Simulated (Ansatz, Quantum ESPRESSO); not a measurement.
# Evanescent states of C, diamond type, lattice constant set to 3.411 Å, part 3 of 3

How good a tunnel barrier is C, diamond type, lattice constant set to 3.411 Å?

Quantum ESPRESSO 7.5; plane-wave DFT, LDA, PseudoDojo norm-conserving pseudopotentials; cross-check by Ansatz 0.2.0 with PAW datasets.

So far. Step 2 (Self-consistent run): The run needed 9 iterations to bring the estimated error under 1e-09 Ry.

## (4) Complex bands with pwcond.x, with ewind = 2.0 and epsproj = 0.001

Level of this step: complex band structure by pwcond; plane-wave DFT, LDA, PseudoDojo norm-conserving pseudopotentials (Quantum ESPRESSO).

How much does a setting matter? One run is repeated with a change.

Input file cbs.w.in:

```
&inputcond
  outdir = './out'
  prefixl = 'scf'
  band_file = 'cbs.w'
  ikind = 0
  ewind = 2.0
  epsproj = 0.001
  nz1 = 7
  energy0 = 7.44
  denergy = -0.24
/
4
  0.00000000 0.00000000 1.00000000
  0.50000000 0.00000000 1.00000000
  0.50000000 0.50000000 1.00000000
  0.25000000 0.00000000 1.00000000
40
```

Started as:

```console
> OMP_NUM_THREADS=1 mpirun -n 2 pwcond.x -in cbs.w.in > cbs.w.out
```

Numbers of over 12 decimals in the logs are rounded to 6 here.

Log:

```text
[banner, memory and clock lines left out]
Program PWCOND v.7.5 starts
[citation notice left out]

[...]
./out/scf.save/

     IMPORTANT: XC functional enforced from input :
     Exchange-correlation= PW
                           (   1   4   0   0   0   0   0)
     Any further DFT definition will be discarded
     Please, verify this is what you really want

     Reading collected, re-writing distributed wavefunctions

===== INPUT FILE containing the left lead =====

     GEOMETRY:

     lattice parameter (alat)  =       4.5579  a.u.
     the volume                =     133.9096 (a.u.)^3
     the cross section         =      20.7745 (a.u.)^2
     l of the unit cell        =       1.4142 (alat)
     number of atoms/cell      =            4
     number of atomic types    =            1

     crystal axes: (cart. coord. in units of alat)
               a(1) = (  1.0000  0.0000  0.0000 )
               a(2) = (  0.0000  1.0000  0.0000 )
               a(3) = (  0.0000  0.0000  1.4142 )

   Cartesian axes

     site n.     atom                  positions (alat units)
          1        C      tau(  1)=(  0.0000  0.0000  1.4142  )
          2        C      tau(  2)=(  0.5000  0.0000  0.3536  )
          3        C      tau(  3)=(  0.5000  0.5000  0.7071  )
          4        C      tau(  4)=(  0.0000  0.5000  1.0607  )

     nr1s                      =           25
     nr2s                      =           25
     nr3s                      =           36
     nr1sx                     =           25
     nr2sx                     =           25
     nr3sx                     =           36
     nr1                       =           25
     nr2                       =           25
     nr3                       =           36
     nr1x                      =           25
     nr2x                      =           25
     nr3x                      =           36

 _______________________________
  Radii of nonlocal spheres:

     type       ibeta     ang. mom.          radius (alat units)
       C          1         0                    0.2611
       C          2         0                    0.2655
       C          3         1                    0.2742
       C          4         1                    0.2786
----- General information -----

----- Complex band structure calculation -----

     nrx                       =           25
     nry                       =           25
     nz1                       =            7

     energy0               =         7.4E+00
     denergy               =        -2.4E-01
     nenergy               =         40
     ecut2d                =         7.4E+01
     ewind                 =         2.0E+00
     epsproj               =         1.0E-03

     number of k_|| points=    4
                       cryst. coord.
        k(    1) = (   0.0000000   0.0000000), wk =   0.2500000
        k(    2) = (   0.5000000   0.0000000), wk =   0.2500000
        k(    3) = (   0.5000000   0.5000000), wk =   0.2500000
        k(    4) = (   0.2500000   0.0000000), wk =   0.2500000
----- Information about left lead -----

     nocros                   =            8
     noins                    =           24
     norb                     =           40
     norbf                    =           40
     nrz                      =           36

      iorb      type   ibeta   ang. mom.   m       position (alat)
        1        1       1        0        1   taunew(   1)=(  0.0000  0.0000  0.0000)
        2        1       2        0        1   taunew(   2)=(  0.0000  0.0000  0.0000)
[...]
40        1       4        1        3   taunew(  40)=(  0.0000  0.0000  1.4142)
    k slab    z(k)  z(k+1)     crossing(iorb=1,norb)
    1   0.0000 0.0393 0.0393   1111111100000000000000000000000000000000
    2   0.0393 0.0786 0.0393   1111111100000111000000000000000000000000
[...]
36   1.3749 1.4142 0.0393   0000000000000000000000000000000011111111
 ngper, shell number =          121          20
 ngper, n2d =          121          36
---  E-Ef =    7.4400000  k =    0.0000000   0.0000000
---  ie =          1  ik =          1
 Nchannels of the left tip =            3
 Right moving states:
   k1(2pi/a)   k2(2pi/a)   E-Ef (eV)
   0.1437536  -0.0000000   7.4400000
   0.1488017  -0.0000000   7.4400000
   0.2755806   0.0000000   7.4400000
 Left moving states:
   k1(2pi/a)   k2(2pi/a)   E-Ef (eV)
  -0.1437536  -0.0000000   7.4400000
  -0.1488017  -0.0000000   7.4400000
  -0.2755807   0.0000000   7.4400000

---  E-Ef =    7.2000000  k =    0.0000000   0.0000000
---  ie =          2  ik =          1
 Nchannels of the left tip =            3
 Right moving states:
   k1(2pi/a)   k2(2pi/a)   E-Ef (eV)
   0.1243966  -0.0000000   7.2000000
   0.1297440  -0.0000000   7.2000000
   0.2558873   0.0000000   7.2000000
 Left moving states:
   k1(2pi/a)   k2(2pi/a)   E-Ef (eV)
  -0.1243966  -0.0000000   7.2000000
  -0.1297440  -0.0000000   7.2000000
  -0.2558873   0.0000000   7.2000000
[... further energies and points left out ...]
---  E-Ef =   -1.6800000  k =    0.2500000   0.0000000
---  ie =         39  ik =          4
 Nchannels of the left tip =            1
 Right moving states:
   k1(2pi/a)   k2(2pi/a)   E-Ef (eV)
  -0.2524034   0.0000000  -1.6800000
 Left moving states:
   k1(2pi/a)   k2(2pi/a)   E-Ef (eV)
   0.2524034   0.0000000  -1.6800000

---  E-Ef =   -1.9200000  k =    0.2500000   0.0000000
---  ie =         40  ik =          4
 Nchannels of the left tip =            3
 Right moving states:
   k1(2pi/a)   k2(2pi/a)   E-Ef (eV)
   0.2132496  -0.0000000  -1.9200000
  -0.2821620   0.0000000  -1.9200000
  -0.3367171  -0.0000000  -1.9200000
 Left moving states:
   k1(2pi/a)   k2(2pi/a)   E-Ef (eV)
  -0.2132496  -0.0000000  -1.9200000
   0.2821620   0.0000000  -1.9200000
   0.3367171   0.0000000  -1.9200000

[...]
```

It took 12 s on 2 MPI ranks of AMD EPYC 7R43, shared host; peak memory 0.1 GiB.

The changed values were drawn from a wide range, not chosen for quality; the comparison shows what they did here together.

## (5) The same in Ansatz

A second code with its own PAW datasets, on the same atoms.

Level of this step: plane-wave DFT, LDA, Ansatz PAW (Ansatz 0.2.0).

Input file input.yaml:

```yaml
crystal:
  lattice:
    - [2.4119412306, 0.0, 0.0]
    - [0.0, 2.4119412306, 0.0]
    - [0.0, 0.0, 3.411]
  atoms:
    - { symbol: C, position: [0.0, 0.0, 0.0] }
    - { symbol: C, position: [0.5, 0.0, 0.25] }
    - { symbol: C, position: [0.5, 0.5, 0.5] }
    - { symbol: C, position: [0.0, 0.5, 0.75] }
kpoints:
  mp_grid: { grid: [10, 10, 8] }
hamiltonian:
  xc: lda
scf:
  occupations: { method: fixed }
  convergence: { dr2_threshold: 1.0e-09 }
output:
  transmission:
    leads: [[0, 0]]
    kpoints: [[0, 0], [0.5, 0], [0.5, 0.5], [0.25, 0]]
    e_range: [-1.92, 7.44]
    de: 0.24
```

Started as:

```console
> ansatz run input.yaml --threads 2 --pin off --max-ram 4096MiB --backend cpu --events-out ev --progress --plain --runs-dir out
```

Log:

```text
Engine: ansatz 0.2.0, x86_64-unknown-linux-gnu
Pseudopotentials: kind: paw
Pseudopotential: C, paw, valence charge 4, recommended cutoff 420 eV (normal), C.paw.azcp
Functional definition: SPW92
  exchange = slater_x
  correlation = pw_c
Crystal: 4 atoms, lattice volume = 19.843 Å³
Basis set: ecut = 420 eV, 371 PW (Γ)
Bands: 12, of which v1, the nominal top of the filled ones, is band 8 counted from 1 (7 counted from 0)
Symmetry: 32 space group operations
Space group: Fd-3m (ITA 227), of the structure as read, at distance tolerance 2.7e-5 Å
k-points: 105 of 800
Non-local potential: C, projectors of the file, l = 0: 2, l = 1: 2, l = 2: 1
PAW form: soft (Blöchl's): semilocal exchange-correlation on the pseudo side does not see the compensation charge
PAW frozen core: C, regenerated for the run's functional, and the local potential with it (the file was generated under x = pbe(κ = 0.804, μ = 0.219515), c = pbe(β = 0.066725))
PAW one-centre angular grid: C, 110 points (default); XC on 64 Gauss nodes
Initial density: superposition of atomic densities (neutral atoms: chi_scale 0, normalization atom), corrected by the library's trained network
Initial wavefunctions: pseudopotential atomic-orbital guess
Functional: x = slater, c = lda
SCF iter   1: F=—  HF=-971.604000 eV  |F-HF|=—  |Δ(HF+E_count)|=         —  Δρ=9.81e-3  dr2=1.01e-2  ethr=1.77e-3  ⟨swp⟩=4.5  Hψ=6666  notcnv=0  defer=174
preconditioner: auto → none  [insulator: Δε(μ)=4.400 eV  Ē_g=18.553 eV  n_scr=6 (ndim 8)  ℏωp=33.3 eV  f_vac=0.000  ε∞_Penn≈4.2]
SCF iter   2: F=—  HF=-971.600785 eV  |F-HF|=—  |Δ(HF+E_count)|=   3.21e-3  Δρ=4.23e-3  dr2=1.55e-3  ethr=6.31e-5  ⟨swp⟩=2.0  Hψ=2318  notcnv=0  defer=192
SCF iter   3: F=—  HF=-971.600287 eV  |F-HF|=—  |Δ(HF+E_count)|=   4.98e-4  Δρ=4.27e-4  dr2=1.06e-5  ethr=9.67e-6  ⟨swp⟩=3.0  Hψ=2182  notcnv=0  defer=195
SCF iter   4: F=—  HF=-971.600285 eV  |F-HF|=—  |Δ(HF+E_count)|=   1.65e-6  Δρ=2.71e-5  dr2=6.20e-8  ethr=6.63e-8  ⟨swp⟩=1.6  Hψ=1391  notcnv=0  defer=16
SCF iter   5: F=—  HF=-971.600287 eV  |F-HF|=—  |Δ(HF+E_count)|=   1.85e-6  Δρ=3.57e-6  dr2=5.90e-10  ethr=3.88e-10  ⟨swp⟩=2.1  Hψ=2054  notcnv=0  defer=2
SCF iter   6: F=-971.600287 eV  HF=-971.600287 eV  |F-HF|=9.78e-12  |Δ(HF+E_count)|=  2.33e-11  Δρ=7.92e-7  dr2=2.98e-11  ethr=3.68e-12  ⟨swp⟩=2.0  Hψ=5160  notcnv=0
SCF 1 converged in 6 iterations: F = -971.600287 eV  dr2 = 2.98e-11
  greatest PAW one-centre occupation: 0.661 electrons in one spin orbital (limit 2), on the C atom at site 3 (counted from 0), in its partial waves of l = 0
transmission: 5 of 20 steps passed
transmission: 10 of 20 steps passed
transmission: 15 of 20 steps passed
transmission: 20 of 20 steps passed
SCF converged after 6 iterations
Free energy (F): -971.600287 eV
Harris-Foulkes:  -971.600287 eV  (|F-HF|=9.78e-12)
Internal energy: -971.600287 eV  (E = F + TS)
E sigma→0 (E₀):  -971.600287 eV
Fermi energy:    15.596417 eV
--- Per-component energies (eV) ---
  E_band       = 93.225291
  E_kinetic    = 388.430603
  E_local      = -229.638094  (includes V_loc(G=0)·N_el)
  E_nonlocal   = 114.812345
  E_hartree    = 49.607247
  E_xc         = -198.385268
  E_vxc        = -247.205981  (∫ρ·V_xc dr)
  E_paw        = -368.981214  (= ΣΔE_a)
  E_vpaw       = -32.388099  (= ΣTr[D̂ρ^β])
  E_aug_tail   = 0.000045  (compensation charges beyond the density's cutoff)
  E_ewald      = -727.697282
  E_core_change = 0.251330  (= ΣΔE_core)
  E_smearing   = -0.000000  (= −TS)
  E_closure    = -0.000000  (closes the sum)
  Σ components = -971.600287   (vs F -971.600287, Δ=0.00e0)
--- Band table (eV; the first three rows and the last of 105) ---
  k-point 0: bands = [... 4 lower, 8.4448, 15.5964, 15.5964, 15.5964, 20.6163, 20.6163, 21.5170, 21.5170]
  k-point 1: bands = [... 4 lower, 8.6023, 14.9472, 14.9472, 15.2598, 20.1817, 21.4033, 21.4094, 22.3067]
  k-point 2: bands = [... 4 lower, 9.0712, 13.6002, 13.6002, 14.3067, 20.0370, 21.1197, 22.6178, 24.0655]
  k-point 104: bands = [... 4 lower, 6.0143, 6.0143, 6.0143, 6.0143, 26.6567, 26.6567, 26.6567, 26.6567]
--- Transmission ---
  basis      : 49 plane waves across, 5 finite elements along
  points     : 4, as listed
  energies   : 40 from -1.920000 to 7.440000 eV about the Fermi level, 0.240000 eV apart; the leads are filled to 2.220316 eV, and channels, transmission and decay are at 2.160000 eV
  crystal 0  : C4, at the sites [0, 0], period 3.4110 Å: whole cells are its period
    offset         : up to 0.0000 Å between an atom of the period and one for which it stands
    channels       : 0.000000e0 a spin
    conductance    : none, the energies end too early or step too widely for 300 K: set another output.transmission.e_range or a lower de, or, where they end at an eighth of basis.ecutwfc, a higher one
    slowest decay  : 0.3002 /Å at (0.0000, 0.0000)
```

The job ended after 2.3 s (2 threads; peak memory 0.31 GiB; 4.3 s of CPU time).

Numbers from this step:

- free energy: -971.6003 eV
- gap by band count: 4.441 eV
- symmetry operations: 32
- slowest decay at the grid energy nearest mid-gap: 0.3002 Å⁻¹
- peak of the smallest κ at the zone centre: 0.3082 Å⁻¹
- peak of the smallest κ at (1/4, 0): 0.5476 Å⁻¹
- valence top, on the run's zero: 15.60 eV

K across = (0, 0) in the cell's reciprocal vectors; values within 0.0025 1/Å of each other count once, columns are sorted by size at each energy, a dash where no further value was kept. Table of Im kz of the slowest decaying states by energy, zero at the highest filled level of the SCF mesh:

```tsv
energy (eV)	decay 1 (Å⁻¹)	decay 2 (Å⁻¹)	decay 3 (Å⁻¹)
-1.92	-	-	-
-1.44	-	-	-
-0.96	1.50	-	-
-0.48	1.43	-	-
-0.24	1.39	-	-
0.00	0.012	0.0220	1.36
0.24	0.128	0.193	1.32
0.72	0.209	0.328	1.25
1.20	0.255	0.418	1.17
1.68	0.283	0.487	1.08
2.16	0.300	0.544	0.984
2.64	0.308	0.592	0.879
2.88	0.308	0.613	0.821
3.36	0.303	0.651	0.689
3.84	0.291	0.519	0.684
4.32	0.235	0.269	0.712
4.80	0.236	0.736	-
5.28	0.186	0.756	-
5.76	0.0965	0.773	-
6.00	0.194	0.781	-
6.48	0.476	0.793	-
6.96	0.613	0.803	-
7.44	0.703	0.810	-
```

K across = (0, 0) in the cell's reciprocal vectors. The Re kz of states that move upwards by energy, zero at the highest filled level of the SCF mesh:

```tsv
energy (eV)	channel 1 (Å⁻¹)	channel 2 (Å⁻¹)	channel 3 (Å⁻¹)
-1.92	-0.569	-0.448	-0.448
-1.68	-0.529	-0.410	-0.410
-1.44	-0.487	-0.370	-0.370
-1.20	-0.443	-0.330	-0.330
-0.96	-0.394	-0.288	-0.288
-0.72	-0.339	-0.244	-0.244
-0.48	-0.275	-0.194	-0.194
-0.24	-0.193	-0.134	-0.134
0.00	-	-	-
0.24	-	-	-
0.72	-	-	-
0.96	-	-	-
1.20	-	-	-
1.44	-	-	-
1.68	-	-	-
1.92	-	-	-
2.16	-	-	-
2.40	-	-	-
2.64	-	-	-
2.88	-	-	-
3.12	-	-	-
3.36	-	-	-
3.60	-	-	-
3.84	-	-	-
4.08	-	-	-
4.32	-	-	-
4.56	-0.251	0.731	-
4.80	-0.909	-0.0951	-
5.28	-0.609	0.0901	-
5.52	-0.460	0.159	-
5.76	-0.279	0.220	-
6.00	0.0702	0.0702	0.274
6.24	0.142	0.142	0.323
6.48	0.191	0.191	0.369
6.72	0.232	0.232	0.411
6.96	0.269	0.269	0.451
7.20	0.303	0.303	0.488
7.44	0.335	0.335	0.524
```

K across = (1/2, 0) in the cell's reciprocal vectors; values within 0.0025 1/Å of each other count once, columns are sorted by size at each energy, a dash where no further value was kept. Im kz of the slowest decaying states against energy, zero at the highest filled level of the SCF mesh:

```tsv
energy (eV)	decay 1 (Å⁻¹)	decay 2 (Å⁻¹)	decay 3 (Å⁻¹)
-1.92	0.329	0.810	-
-1.68	0.357	0.842	-
-1.20	0.403	0.888	-
-0.96	0.422	0.903	-
-0.72	0.441	0.916	-
-0.24	0.473	0.933	-
0.00	0.487	0.938	-
0.24	0.500	0.942	-
0.72	0.523	0.944	-
0.96	0.533	0.944	-
1.20	0.542	0.942	-
1.68	0.559	0.934	-
1.92	0.566	0.929	-
2.16	0.572	0.923	-
2.64	0.583	0.908	-
2.88	0.588	0.899	-
3.36	0.595	0.879	-
3.60	0.597	0.868	1.48
3.84	0.599	0.856	1.44
4.32	0.600	0.829	1.37
4.56	0.600	0.814	1.33
4.80	0.599	0.798	1.29
5.28	0.595	0.763	1.22
5.52	0.591	0.744	1.17
5.76	0.587	0.723	1.13
6.24	0.575	0.678	1.04
6.48	0.567	0.653	0.990
6.72	0.558	0.626	0.938
7.20	0.536	0.566	0.821
7.44	0.522	0.531	0.753
```

K across = (1/2, 1/2) in the cell's reciprocal vectors; values within 0.0025 1/Å of each other count once, columns are sorted by size at each energy, a dash where no further value was kept. Im kz of the slowest decaying states against energy, zero at the highest filled level of the SCF mesh:

```tsv
energy (eV)	Im kz of the slowest decaying states (Å⁻¹)
-1.92	0.548
-1.68	0.548
-1.20	0.545
-0.96	0.542
-0.72	0.539
-0.24	0.530
0.00	0.524
0.24	0.517
0.72	0.502
0.96	0.493
1.20	0.484
1.68	0.461
1.92	0.449
2.16	0.435
2.64	0.404
2.88	0.387
3.36	0.346
3.60	0.323
3.84	0.297
4.32	0.232
4.56	0.189
4.80	0.132
5.28	-
5.52	-
5.76	-
6.24	-
6.48	-
6.72	-
7.20	-
7.44	-
```

K across = (1/4, 0) in the cell's reciprocal vectors; values within 0.0025 1/Å of each other count once, columns are sorted by size at each energy, a dash where no further value was kept. Im kz of the slowest decaying states against energy, zero at the highest filled level of the SCF mesh:

```tsv
energy (eV)	decay 1 (Å⁻¹)	decay 2 (Å⁻¹)	decay 3 (Å⁻¹)
-1.92	0.0676	-	-
-1.68	0.170	-	-
-1.20	0.273	-	-
-0.96	0.310	-	-
-0.72	0.138	0.341	-
-0.24	0.292	0.393	-
0.00	0.338	0.415	-
0.24	0.376	0.435	1.49
0.72	0.434	0.469	1.43
0.96	0.456	0.484	1.39
1.20	0.476	0.497	1.36
1.68	0.506	0.521	1.29
1.92	0.518	0.531	1.25
2.16	0.528	0.539	1.21
2.64	0.541	0.554	1.14
2.88	0.545	0.560	1.10
3.36	0.548	0.569	1.01
3.60	0.546	0.573	0.965
3.84	0.543	0.575	0.918
4.32	0.530	0.576	0.814
4.56	0.520	0.576	0.756
4.80	0.508	0.574	0.692
5.28	0.476	0.540	0.568
5.52	0.441	0.455	0.563
5.76	0.307	0.431	0.557
6.24	0.367	0.541	1.24
6.48	0.325	0.531	1.22
6.72	0.271	0.519	1.20
7.20	0.0477	0.490	1.17
7.44	0.472	1.16	1.38
```

## (6) By hand

T falls as exp(−2κd). With κ = 0.298 1/Å, 10 Å of barrier pass exp(−2 × 0.298 × 10) = 0.0026 of that channel, interfaces aside.

## (7) Results

```
gap on the SCF mesh                                                  : 4.49 eV
smallest κ at mid-gap among the four k points, at the zone centre    : 0.298 Å⁻¹
peak of the smallest κ in the stop band at the zone centre           : 0.307 Å⁻¹
peak of the smallest κ in the stop band at (1/4, 0)                  : 0.546 Å⁻¹
energy of the peak at the zone centre, over the highest filled level : 2.88 eV
peak at the zone centre by Ansatz                                    : 0.308 Å⁻¹
```

In words: With a gap of 4.49 eV on the mesh, the smallest κ at mid-gap among the four k points, at the zone centre is 0.298 Å⁻¹ (LDA, PseudoDojo norm-conserving). For a barrier with the Fermi level at mid-gap the slowest state found, at the zone centre, loses a factor of ten in probability every 3.9 Å or so. Stop bands away from the zone centre are mostly wider than the gap, so their peaks can lie above the conduction bottom. At the zone centre pwcond's peak is 0.307 and Ansatz's 0.308 1/Å, 0 % apart. The cell is the a/√2 one, turned by 45°, with two primitive cells, so X along [001] folds onto kz = 0. A semilocal gap is too small, often by a third to a half and by more in narrow-gap crystals, so real barriers decay faster.

[Logs are printed without paths, hosts, clocks, repeated set-up lines and the standing remarks that a program may print on its own settings, such as how far it seeks lower states.]

[Hosts, paths, dates, database ids (printed as entryN), source tags and the programs' standing remarks are cut or masked in the printed files.]

[Maps of the electrostatic potential energy from Ansatz leave out the sawtooth potential of an applied field or a dipole correction, so their vacuum need not be flat; planar profiles and work functions include it.]
